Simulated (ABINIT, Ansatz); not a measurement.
## LaBiS2O (P4/nmm): changed settings of a GW run in ABINIT

Aim: change inputs of a GW run on LaBiS2O (P4/nmm) and see what moves.

Main program and level: ABINIT 10.8.3; PBEsol and many-body steps on it, plane waves.

## (1) Starting point

The structure is tetragonal, space group P4/nmm (No. 129). Conventional cell: a = 4.055 Å, b = 4.055 Å, c = 14.173 Å, α = 90.00°, β = 90.00°, γ = 90.00°. La has 4 O at 2.38 Å and 4 S at 3.21 Å nearest. Nearest to Bi lie 5 S at 2.52 to 2.88 Å. Nearest to S lie 4 Bi at 2.88 Å. S has 1 Bi at 2.52 Å and 4 La at 3.21 Å nearest. O has 4 La at 2.38 Å nearest. Farther neighbours and most contacts between anions are not listed.

The cell and positions are those that the Materials Project relaxed with its own functionals (PBE, PBE+U or r2SCAN), kept fixed. Spin-orbit coupling is left out unless a step names it.

## (2) Screening, 4×4×1 mesh, 120 bands, screening to 98 eV

This step: ABINIT 10.8.3; RPA screening on PBEsol, plane waves, norm-conserving pseudopotentials.

The RPA dielectric matrix is built and inverted for each q.

Input file run.abi:

```
acell 3*1.0 Angstrom
rprim 
  4.055497000000 0.000000000000 0.000000000000
  0.000000000000 4.055497000000 0.000000000000
  0.000000000000 0.000000000000 14.173265000000
ntypat 4
znucl 57 83 16 8
natom 10
typat 1 1 2 2 3 3 3 3 4 4
xred 
  0.500000000000 0.000000000000 0.587742000000
  0.000000000000 0.500000000000 0.412258000000
  0.000000000000 0.500000000000 0.867775000000
  0.500000000000 0.000000000000 0.132225000000
  0.500000000000 0.000000000000 0.890020000000
  0.000000000000 0.500000000000 0.109980000000
  0.000000000000 0.500000000000 0.690201000000
  0.500000000000 0.000000000000 0.309799000000
  0.000000000000 0.000000000000 0.500000000000
  0.500000000000 0.500000000000 0.500000000000
pp_dirpath "pseudos"
pseudos "La.upf, Bi.upf, S.upf, O.upf"
ecut 50
ngkpt 4 4 1
nshiftk 1
shiftk 0 0 0
kptopt 1
chksymbreak 0
istwfk *1
occopt 1
irdwfk 1
optdriver 3
nband 120
ecuteps 3.6
inclvkb 2
awtr 1
symchi 1
indata_prefix "in"
outdata_prefix "out"
tmpdata_prefix "tmp"
```

Launch:

```
OMP_NUM_THREADS=1 mpirun -n 4 abinit run.abi > log
```

Output:

```text
.Version 10.8.3 of ABINIT. v10.8.2 released Aug 2026.

 Symmetries : space group P4/n m m (#129); Bravais tP (primitive tetrag.)
[... echo of the input left out ...]
== DATASET  1 ==================================================================
-   mpi_nproc: 4, omp_nthreads: 1 (-1 if OMP is not activated)

--- !DatasetInfo
iteration_state: {dtset: 1, }
dimensions: {natom: 10, nkpt: 6, mband: 120, nsppol: 1, nspinor: 1, nspden: 1, mpw: 26636, }
cutoff_energies: {ecut:  50.0, pawecutdg:  -1.0, }
electrons: {nelect:   8.80000000E+01, charge:   0.00000000E+00, occopt:   1.00000000E+00, tsmear:   1.00000000E-02, }

 SCREENING: Calculation of the susceptibility and dielectric matrices

 Based on a program developped by R.W. Godby, V. Olevano, G. Onida, and L. Reining.
 Incorporated in ABINIT by V. Olevano, G.-M. Rignanese, and M. Torrent.
.Using double precision arithmetic ; gwpc =  8

[... cell and pseudopotentials left out ...]
--------------------------------------------------------------------------------

 ==== K-mesh for the wavefunctions ====
 Number of points in the irreducible wedge :     6
[... list of points left out ...]
 Together with 16 symmetry operations and time-reversal symmetry
 yields    16 points in the full Brillouin Zone.

 ==== Q-mesh for the screening function ====
 Number of points in the irreducible wedge :     6
[... list of points left out ...]
 Together with 16 symmetry operations and time-reversal symmetry
 yields    16 points in the full Brillouin Zone.

 setmesh: FFT mesh size selected  =    32x   32x  120
          total number of points  =       122880

 vcoul_init : cutoff-mode = AUXILIARY_FUNCTION
 q-points for optical limit:   1
     1)      0.000010    0.000020    0.000030

- screening: taking advantage of time-reversal symmetry
- Maximum band index for partially occupied states nbvw = 44
- Remaining bands to be divided among processors   nbcw = 76
- Number of bands treated by each node ~19

 Number of electrons calculated from density =   88.0000; Expected =   88.0000
 average of density, n =  0.055941
 r_s =    1.6220
 omega_plasma =   22.8150 [eV]

 calculating chi0 at frequencies [eV] :
  1    0.000000E+00    0.000000E+00
  2    0.000000E+00    2.281495E+01

--------------------------------------------------------------------------------
  q-point number  1        q = ( 0.000000, 0.000000, 0.000000) [r.l.u.]
--------------------------------------------------------------------------------
[... chi0 elements left out ...]
 For q-point:  0.000010 0.000020 0.000030
  dielectric constant =  25.0113
  dielectric constant without local fields =  27.3983

  Average fulfillment of the sum rule on Im[epsilon] for q-point    1 :     51.33  [%]
[... wings left out ...]
  q-point number  2        q = ( 0.250000, 0.000000, 0.000000) [r.l.u.]
--------------------------------------------------------------------------------
[... chi0 elements left out ...]
  Average fulfillment of the sum rule on Im[epsilon] for q-point    2 :     53.17  [%]

 [... 4 further q-points ...]
```

Run time: 4.8 min. Hardware: 4 MPI ranks of Arm Neoverse V2, shared host; peak memory 6 GiB; 19 min of CPU time.

This step gave:

```
ε∞ with local fields, on this mesh, along the program's q direction : 25.01
the same without local fields                                       : 27.40
plasma frequency                                                    : 22.82 eV
plane waves in the screening matrix                                 : 523
```

Local fields lower ε∞ by 9 %. On a Γ-centred mesh this coarse the value itself is usually too large, while a short band sum pulls it down.

## (3) Base

The self-energy is evaluated for the states that the input lists, and the levels follow from it, in one-shot runs by the linearised quasiparticle equation.

This step: G0W0 on PBEsol, plane waves, norm-conserving pseudopotentials.

run.abi, as its differences from that of step 2:

```diff
@@ -31,8 +31,17 @@
 irdwfk 1
-optdriver 3
+optdriver 4
 nband 120
+gwcalctyp 0
+ecutsigx 50
+symsigma 1
+nkptgw 2
+kptgw 
+  0.5000000000 0.0000000000 0.0000000000
+  0.0000000000 0.0000000000 0.0000000000
+bdgw 
+  43 46
+  43 46
 ecuteps 3.6
-inclvkb 2
-awtr 1
-symchi 1
+irdscr 1
+ppmodel 1
 indata_prefix "in"
```

Output:

```text
.Version 10.8.3 of ABINIT. v10.8.2 released Aug 2026.

 Symmetries : space group P4/n m m (#129); Bravais tP (primitive tetrag.)
[... echo of the input left out ...]
== DATASET  1 ==================================================================
-   mpi_nproc: 4, omp_nthreads: 1 (-1 if OMP is not activated)

--- !DatasetInfo
iteration_state: {dtset: 1, }
dimensions: {natom: 10, nkpt: 6, mband: 120, nsppol: 1, nspinor: 1, nspden: 1, mpw: 26636, }
cutoff_energies: {ecut:  50.0, pawecutdg:  -1.0, }
electrons: {nelect:   8.80000000E+01, charge:   0.00000000E+00, occopt:   1.00000000E+00, tsmear:   1.00000000E-02, }

 SIGMA: Calculation of the GW corrections

 Based on a program developped by R.W. Godby, V. Olevano, G. Onida, and L. Reining.
 Incorporated in ABINIT by V. Olevano, G.-M. Rignanese, and M. Torrent.
.Using double precision arithmetic ; gwpc =  8

[... cell and pseudopotentials left out ...]
--------------------------------------------------------------------------------

 ==== K-mesh for the wavefunctions ====
 Number of points in the irreducible wedge :     6
[... list of points left out ...]
 Together with 16 symmetry operations and time-reversal symmetry
 yields    16 points in the full Brillouin Zone.

 ==== Q-mesh for screening function ====
 Number of points in the irreducible wedge :     6
[... list of points left out ...]
 Together with 16 symmetry operations and time-reversal symmetry
 yields    16 points in the full Brillouin Zone.

 vcoul_init : cutoff-mode = AUXILIARY_FUNCTION
 q-points for optical limit:   1
     1)      0.000010    0.000020    0.000030
 setmesh: FFT mesh size selected  =    50x   50x  180
          total number of points  =       450000

 Number of electrons calculated from density =   88.0000; Expected =   88.0000
 average of density, n =  0.055941
 r_s =    1.6220
 omega_plasma =   22.8150 [eV]

 === KS Band Gaps ===
  >>>> For spin  1
   Minimum direct gap =   0.8509 [eV], located at k-point      :   0.5000  0.0000  0.0000
   Fundamental gap    =   0.8509 [eV], Top of valence bands at :   0.5000  0.0000  0.0000
                                       Bottom of conduction at :   0.5000  0.0000  0.0000
 SIGMA fundamental parameters:
 PLASMON POLE MODEL  1
 number of plane-waves for SigmaX                26549
 number of plane-waves for SigmaC and W            523
 number of plane-waves for wavefunctions         26549
 number of bands                                   120
 number of independent spin polarizations            1
 number of spinorial components                      1
 number of k-points in IBZ                           6
 number of q-points in IBZ                           6
 number of symmetry operations                      16
 number of k-points in BZ                           16
 number of q-points in BZ                           16
 number of frequencies for dSigma/dE                 9
 frequency step for dSigma/dE [eV]                0.25
 number of omega for Sigma on real axis              0
 max omega for Sigma on real axis  [eV]           0.00
 zcut for avoiding poles [eV]                     0.10

 EPSILON^-1 parameters (SCR file):
 dimension of the eps^-1 matrix on file            523
 dimension of the eps^-1 matrix used               523
 number of plane-waves for wavefunctions         26549
 number of bands                                   120
 number of q-points in IBZ                           6
 number of frequencies                               2
 number of real frequencies                          1
 number of imag frequencies                          1

 matrix elements of self-energy operator (all in [eV])

 Perturbative Calculation

--- !SelfEnergy_ee
iteration_state: {dtset: 1, }
kpoint     : [   0.500,    0.000,    0.000, ]
spin       : 1
KS_gap     :    0.851
QP_gap     :    0.996
Delta_QP_KS:    0.145
data: !SigmaeeData |
     Band     E0 <VxcDFT>   SigX SigC(E0)      Z dSigC/dE  Sig(E)    E-E0       E
       43   4.386 -13.203 -14.865   2.100   0.780  -0.281 -12.862   0.342   4.728
       44   4.386 -13.203 -14.865   2.100   0.780  -0.281 -12.862   0.342   4.728
       45   5.237 -11.361  -8.791  -1.960   0.799  -0.252 -10.874   0.487   5.724
       46   5.237 -11.361  -8.791  -1.960   0.799  -0.252 -10.874   0.487   5.724

--- !SelfEnergy_ee
iteration_state: {dtset: 1, }
kpoint     : [   0.000,    0.000,    0.000, ]
spin       : 1
KS_gap     :    3.422
QP_gap     :    5.300
Delta_QP_KS:    1.879
data: !SigmaeeData |
     Band     E0 <VxcDFT>   SigX SigC(E0)      Z dSigC/dE  Sig(E)    E-E0       E
       43   4.372 -14.620 -18.122   3.774   0.759  -0.317 -14.413   0.207   4.579
       44   4.372 -14.620 -18.122   3.774   0.759  -0.317 -14.413   0.207   4.579
       45   7.794 -11.741  -4.681  -4.398   0.783  -0.276  -9.655   2.086   9.880
       46   8.068 -12.287  -8.035  -2.898   0.791  -0.264 -11.215   1.072   9.140

== END DATASET(S) ==============================================================
================================================================================

 -outvars: echo values of variables after computation  --------
           etotal      0.0000000000E+00
            nband         120
             nkpt           6
          spgroup         129
 [... the other variables as echoed above ...]

 Calculation completed.
```

The job ended after 34 s (4 MPI ranks; peak memory 3.7 GiB).

This step gave:

```
G0W0 gap on the points computed              : 0.9960 eV
starting gap on the mesh                     : 0.8512 eV
k of the valence top                         : 0.5, 0, 0
k of the conduction bottom                   : 0.5, 0, 0
Z at the valence top                         : 0.78
Z at the conduction bottom                   : 0.799
least direct G0W0 gap on the computed points : 0.9960 eV
```

The gap on the mesh goes from 0.85 eV to 1.00 eV, a correction of +0.14 eV.

## (4) Scissors in G

run.abi, as its differences from that of step 3:

```diff
@@ -46,2 +46,3 @@
 ppmodel 1
+mbpt_sciss 1.0 eV
 indata_prefix "in"
```

Output:

```text
.Version 10.8.3 of ABINIT. v10.8.2 released Aug 2026.

 Symmetries : space group P4/n m m (#129); Bravais tP (primitive tetrag.)
[... echo of the input left out ...]
== DATASET  1 ==================================================================
-   mpi_nproc: 4, omp_nthreads: 1 (-1 if OMP is not activated)

--- !DatasetInfo
iteration_state: {dtset: 1, }
dimensions: {natom: 10, nkpt: 6, mband: 120, nsppol: 1, nspinor: 1, nspden: 1, mpw: 26636, }
cutoff_energies: {ecut:  50.0, pawecutdg:  -1.0, }
electrons: {nelect:   8.80000000E+01, charge:   0.00000000E+00, occopt:   1.00000000E+00, tsmear:   1.00000000E-02, }

 SIGMA: Calculation of the GW corrections

 Based on a program developped by R.W. Godby, V. Olevano, G. Onida, and L. Reining.
 Incorporated in ABINIT by V. Olevano, G.-M. Rignanese, and M. Torrent.
.Using double precision arithmetic ; gwpc =  8

[... cell and pseudopotentials left out ...]
--------------------------------------------------------------------------------

 ==== K-mesh for the wavefunctions ====
 Number of points in the irreducible wedge :     6
[... list of points left out ...]
 Together with 16 symmetry operations and time-reversal symmetry
 yields    16 points in the full Brillouin Zone.

 ==== Q-mesh for screening function ====
 Number of points in the irreducible wedge :     6
[... list of points left out ...]
 Together with 16 symmetry operations and time-reversal symmetry
 yields    16 points in the full Brillouin Zone.

 vcoul_init : cutoff-mode = AUXILIARY_FUNCTION
 q-points for optical limit:   1
     1)      0.000010    0.000020    0.000030
 setmesh: FFT mesh size selected  =    50x   50x  180
          total number of points  =       450000

 Number of electrons calculated from density =   88.0000; Expected =   88.0000
[...]
max omega for Sigma on real axis  [eV]           0.00
 zcut for avoiding poles [eV]                     0.10
 scissor energy [eV]                              1.00

 EPSILON^-1 parameters (SCR file):
 dimension of the eps^-1 matrix on file            523
 dimension of the eps^-1 matrix used               523
 number of plane-waves for wavefunctions         26549
 number of bands                                   120
 number of q-points in IBZ                           6
 number of frequencies                               2
 number of real frequencies                          1
 number of imag frequencies                          1

 matrix elements of self-energy operator (all in [eV])

 Perturbative Calculation

--- !SelfEnergy_ee
iteration_state: {dtset: 1, }
kpoint     : [   0.500,    0.000,    0.000, ]
spin       : 1
KS_gap     :    0.851
QP_gap     :    1.082
Delta_QP_KS:    0.231
data: !SigmaeeData |
     Band     E0 <VxcDFT>   SigX SigC(E0)      Z dSigC/dE  Sig(E)    E-E0       E
       43   4.386 -13.203 -14.865   2.174   0.784  -0.276 -12.802   0.401   4.787
       44   4.386 -13.203 -14.865   2.174   0.784  -0.276 -12.802   0.401   4.787
       45   5.237 -11.361  -8.791  -2.029   0.803  -0.246 -10.729   0.632   5.869
[...]
--- !SelfEnergy_ee
iteration_state: {dtset: 1, }
kpoint     : [   0.000,    0.000,    0.000, ]
spin       : 1
KS_gap     :    3.422
QP_gap     :    5.465
Delta_QP_KS:    2.043
data: !SigmaeeData |
     Band     E0 <VxcDFT>   SigX SigC(E0)      Z dSigC/dE  Sig(E)    E-E0       E
[...]
45   7.794 -11.741  -4.681  -4.418   0.784  -0.275  -9.453   2.288  10.082
       46   8.068 -12.287  -8.035  -2.943   0.794  -0.260 -11.042   1.245   9.313

== END DATASET(S) ==============================================================
================================================================================

 -outvars: echo values of variables after computation  --------
           etotal      0.0000000000E+00
            nband         120
             nkpt           6
          spgroup         129
 [... the other variables as echoed above ...]

 Calculation completed.
```

The job ended after 34 s (4 MPI ranks; peak memory 3.7 GiB).

This step gave:

```yaml
g0w0_gap_on_the_points_computed: 1.082 eV
starting_gap_on_the_mesh: 0.8512 eV
k_of_the_valence_top: 0.5, 0, 0
k_of_the_conduction_bottom: 0.5, 0, 0
z_at_the_valence_top: 0.784
z_at_the_conduction_bottom: 0.803
least_direct_g0w0_gap_on_the_computed_points: 1.082 eV
```

[end of part 1 of 2]

[Paths, hosts, dates, memory and timing lines, banners, echoed tables and standing remarks are left out of the program output.]

[Logs are printed without paths, hosts, clocks, repeated set-up lines and the standing remarks that a program may print on its own settings, such as how far it seeks lower states.]

[Runs of the session that timed out or met a known fault of the program may be left out.]

[Hosts, paths, dates, database ids (printed as entryN), source tags and the programs' standing remarks are cut or masked in the printed files.]

[G0W0 gaps are taken among the corrected bands and points alone; a level outside them can change the order at an edge.]

[Where Ansatz stands beside ABINIT at settings called matched, ABINIT's density can come from a denser mesh and the files from another edition; pairs whose starting gaps differed by over 0.03 eV were left out, so agreement reads better than it is.]
